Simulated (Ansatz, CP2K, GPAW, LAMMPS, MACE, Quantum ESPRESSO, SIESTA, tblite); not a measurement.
# How far do other methods lie from plane waves? La2O3 with crystalline order left by the classical run (95 atoms)

One geometry of La2O3 with crystalline order left by the classical run (95 atoms) is solved by several programs and methods. How far do their forces lie from a plane-wave PBE run?

Results are calculated, not measured.

## 1. The structure

The cell holds 95 atoms (38 La and 57 O), with edges of 12.17, 12.17 and 12.17 Å. Recipe: 95 atoms (38 Nd, 57 O) placed at random at 6.31 g/cm³, melted at 5000 K for 10 ps at fixed volume with the Morse and Coulomb pair potential with partial charges (Pedone, Malavasi, Menziani, Cormack and Segre, J. Phys. Chem. B 110, 11780 (2006)). Quenched from 5000 K to 300 K at 20 K/ps and fixed volume, held 5 ps, then minimised at fixed cell. Then Nd was replaced by La and the cell scaled by 1.023 (the potential has no terms for the new elements, so the cell is a start for a DFT relaxation). The density is 5.71 g/cm³.

## 2. The reference input

Quantum ESPRESSO 7.5: Kohn-Sham DFT, PBE, SSSP efficiency 1.3.0 pseudopotentials, plane waves. Its input, pw.in:

```
&control
  calculation = 'scf'
  pseudo_dir = './pseudo'
  outdir = './tmp'
  disk_io = 'none'
  tprnfor = .true.
  tstress = .true.
/
&system
  ibrav = 0
  nat = 95
  ntyp = 2
  ecutwfc = 60
  ecutrho = 480
  nosym = .true.
  occupations = 'smearing'
  smearing = 'fd'
  degauss = 0.003675
/
&electrons
  conv_thr = 4.8e-07
  electron_maxstep = 100
  mixing_beta = 0.4
  mixing_mode = 'plain'
  diagonalization = 'david'
/
ATOMIC_SPECIES
La 138.905 La.upf
O 15.999 O.upf
CELL_PARAMETERS angstrom
12.16777 0.00000 0.00000
0.00000 12.16777 0.00000
0.00000 0.00000 12.16777
ATOMIC_POSITIONS crystal
La 0.62796 0.27172 0.07450
La 0.37676 0.04395 0.19254
La 0.87403 0.21804 0.58166
La 0.89250 0.13602 0.86247
[... 89 atom lines left out ...]
O 0.48736 0.84481 0.92930
O 0.16190 0.33343 0.28166
K_POINTS gamma
```

```console
$ OMP_NUM_THREADS=1 mpirun -np 4 pw.x -in pw.in > output.txt
```

Wall time 21 min (4 MPI ranks of Arm Neoverse V2, shared host); peak memory 13 GiB.

It converged with an r.m.s. force component of 0.26 eV/Å and a pressure of 0.36 GPa.

Its highest filled and lowest empty levels lie 3.12 eV apart on its k-points.

## 3. What was run beside it

- CP2K 2026.2: Gaussian basis with GTH pseudopotentials and a plane-wave density; labels give functional, basis (MOLOPT sets; SR short-range, UZH the newer set with its own potentials), grid cutoff/relative cutoff and solver (OT: orbital transformation; TRS4, TC2, SIGN: linear-scaling purification with its sparsity filter), or its built-in tight binding.
- GPAW 26.7.0: PAW with atomic orbitals (LCAO), plane waves or a real-space grid of spacing h.
- MACE: machine-learned potential, published weights.
- SIESTA 5.4.2: numerical atomic orbitals, whose automatically made sets are far from complete, with PseudoDojo norm-conserving potentials that we converted to its format (checked against plane waves on the same files for H, C, O, Si, Ge and Ca alone); labels give functional, basis size, energy shift and mesh cutoff.
- tblite 0.8.0: extended tight binding, driven from Python.

All use the same cell and atoms, and the electronic-structure runs the same k-mesh.

## 4. Side by side

Differences are against the reference: forces as r.m.s. over components, share as that over the reference's r.m.s. force, slope as the fitted ratio of a run's forces to the reference's.

| run | Δ force, r.m.s. (meV/Å) | share (%) | slope | Δ pressure (GPa) | Δ gap (eV) | cores | CPU time | memory (GiB) |
| --- | --- | --- | --- | --- | --- | --- | --- | --- |
| reference | - | - | - | - | - | 4 | 83 min | 13 |
| CP2K PBE, DZVP-MOLOPT-SR, 600/50 Ry, OT DIIS | 46.0 | 17.4 | 1.042 | 0.996 | -0.0335 | 4 | 57 min | 7.1 |
| GPAW PBE, LCAO dzp, h 0.18 Å | 92.6 | 35.1 | 0.966 | - | 0.0171 | 1 | 16 min | 3.1 |
| GPAW PBE, LCAO dzp, h 0.22 Å (coarse) | 160 | 60.5 | 0.934 | - | 0.0146 | 1 | 10 min | 2.0 |
| MACE MP-0b2 small potential | 60.4 | 22.9 | 0.922 | -1.53 | - | 1 | 5.8 s | 0.66 |
| MACE MP-0b3 medium potential | 59.8 | 22.7 | 0.882 | -1.60 | - | 1 | 7.2 s | 0.97 |
| MACE MPA-0 medium potential | 78.3 | 29.7 | 0.960 | -1.11 | - | 1 | 7.3 s | 0.97 |
| SIESTA PBE, DZ, shift 0.01 Ry, mesh 500 Ry (coarse) | 135 | 51.2 | 1.232 | -0.636 | -0.120 | 2 | 6.2 min | 3.0 |
| SIESTA PBE, DZP, shift 0.01 Ry, mesh 500 Ry | 128 | 48.4 | 1.099 | 2.31 | -0.132 | 4 | 12 min | 4.4 |
| SIESTA PBE, SZ, shift 0.01 Ry, mesh 500 Ry (coarse) | 171 | 64.6 | 1.327 | -4.59 | -0.605 | 1 | 4.2 min | 2.0 |
| SIESTA PBE, SZP, shift 0.01 Ry, mesh 500 Ry (coarse) | 167 | 63.4 | 1.182 | 4.02 | -0.387 | 2 | 8.8 min | 3.5 |
| tblite IPEA1-xTB | 435 | 165 | -0.142 | -0.144 | - | 1 | 20 s | 0.14 |

Rows marked coarse were listed beforehand as settings not expected to be converged; some can still land near the reference.

Times of the machine-learned potentials are mostly Python's start and the loading of weights.

Runs without a result: tblite GFN2-xTB (not converged); CP2K GFN1-xTB, OT DIIS (not converged); CP2K PBE, DZVP-MOLOPT-SR, 600/50 Ry, TRS4 filter 1e-05, SCF 1e-06 (not converged); GPAW PBE, LCAO sz(dzp), h 0.18 Å (stopped at the start).

CPU time is summed over cores on shared hosts, so it is rough.

## 5. Findings

Forces lie from 17 % (CP2K PBE, DZVP-MOLOPT-SR, 600/50 Ry, OT DIIS) to 165 % (tblite IPEA1-xTB) of the reference's r.m.s. force of 0.26 eV/Å away from it. The PBE runs in local orbitals, coarse settings apart, differ by 17 % (CP2K PBE, DZVP-MOLOPT-SR, 600/50 Ry, OT DIIS) to 48 % (SIESTA PBE, DZP, shift 0.01 Ry, mesh 500 Ry); basis, grid and potentials can all enter. Tight binding differs by 165 % (tblite IPEA1-xTB); it is another model, with fitted parameters of its own, and the xTB methods hold dispersion. Machine-learned potentials differ by 23 % (MACE MP-0b3 medium potential) to 30 % (MACE MPA-0 medium potential); they were trained on other programs' data.

IPEA1-xTB was fitted to ionisation energies and electron affinities, not to forces or charges. Runs with settings chosen to be coarse differ by 51 % (SIESTA PBE, DZ, shift 0.01 Ry, mesh 500 Ry) to 65 % (SIESTA PBE, SZ, shift 0.01 Ry, mesh 500 Ry), their programs' other errors included. From GPAW PBE, LCAO dzp, h 0.22 Å to the finer GPAW PBE, LCAO dzp, h 0.18 Å the share falls from 61 to 35 %. Pressures at PBE, coarse settings apart, lie +1.00 to +2.31 GPa from the reference's. Gaps at PBE, coarse settings apart, lie -0.13 to +0.02 eV from the reference's.

**Limits.** Periodic xTB results under one method name differ between programs and library versions. The reference's pressure holds the uncorrected Pulay stress of its 60 Ry basis, so small pressure differences may be the reference's own error. Machine-learned potentials mimic data converged in k, so the reference's own k-point error enters their differences. The quench rate of 20 K/ps is many orders above laboratory rates, so the cell is likely richer in defects and strain than a real sample. The network of bonds at the start is that of the classical potential that made the cell, and needn't be the one that DFT or experiment would give. The reference's stress is far from hydrostatic: its diagonal is -0.4, -1.5, 3.0 GPa, compression counted positive. The electronic-structure runs sample only Γ, in a cell whose shortest periodic width is 12 Å. Spin–orbit coupling is left out, which matters for the levels of the heavy elements. Where levels are smeared, the DFT runs use Fermi–Dirac occupations at 580 K (0.05 eV), and energies are free energies. The reference's cutoffs and mesh weren't converged further here.

[Logs are printed without paths, hosts, clocks, repeated set-up lines and the standing remarks that a program may print on its own settings, such as how far it seeks lower states.]

[Hosts, paths, dates, database ids (printed as entryN), source tags and the programs' standing remarks are cut or masked in the printed files.]

[Cells were taken only where this reference lay near another plane-wave run.]
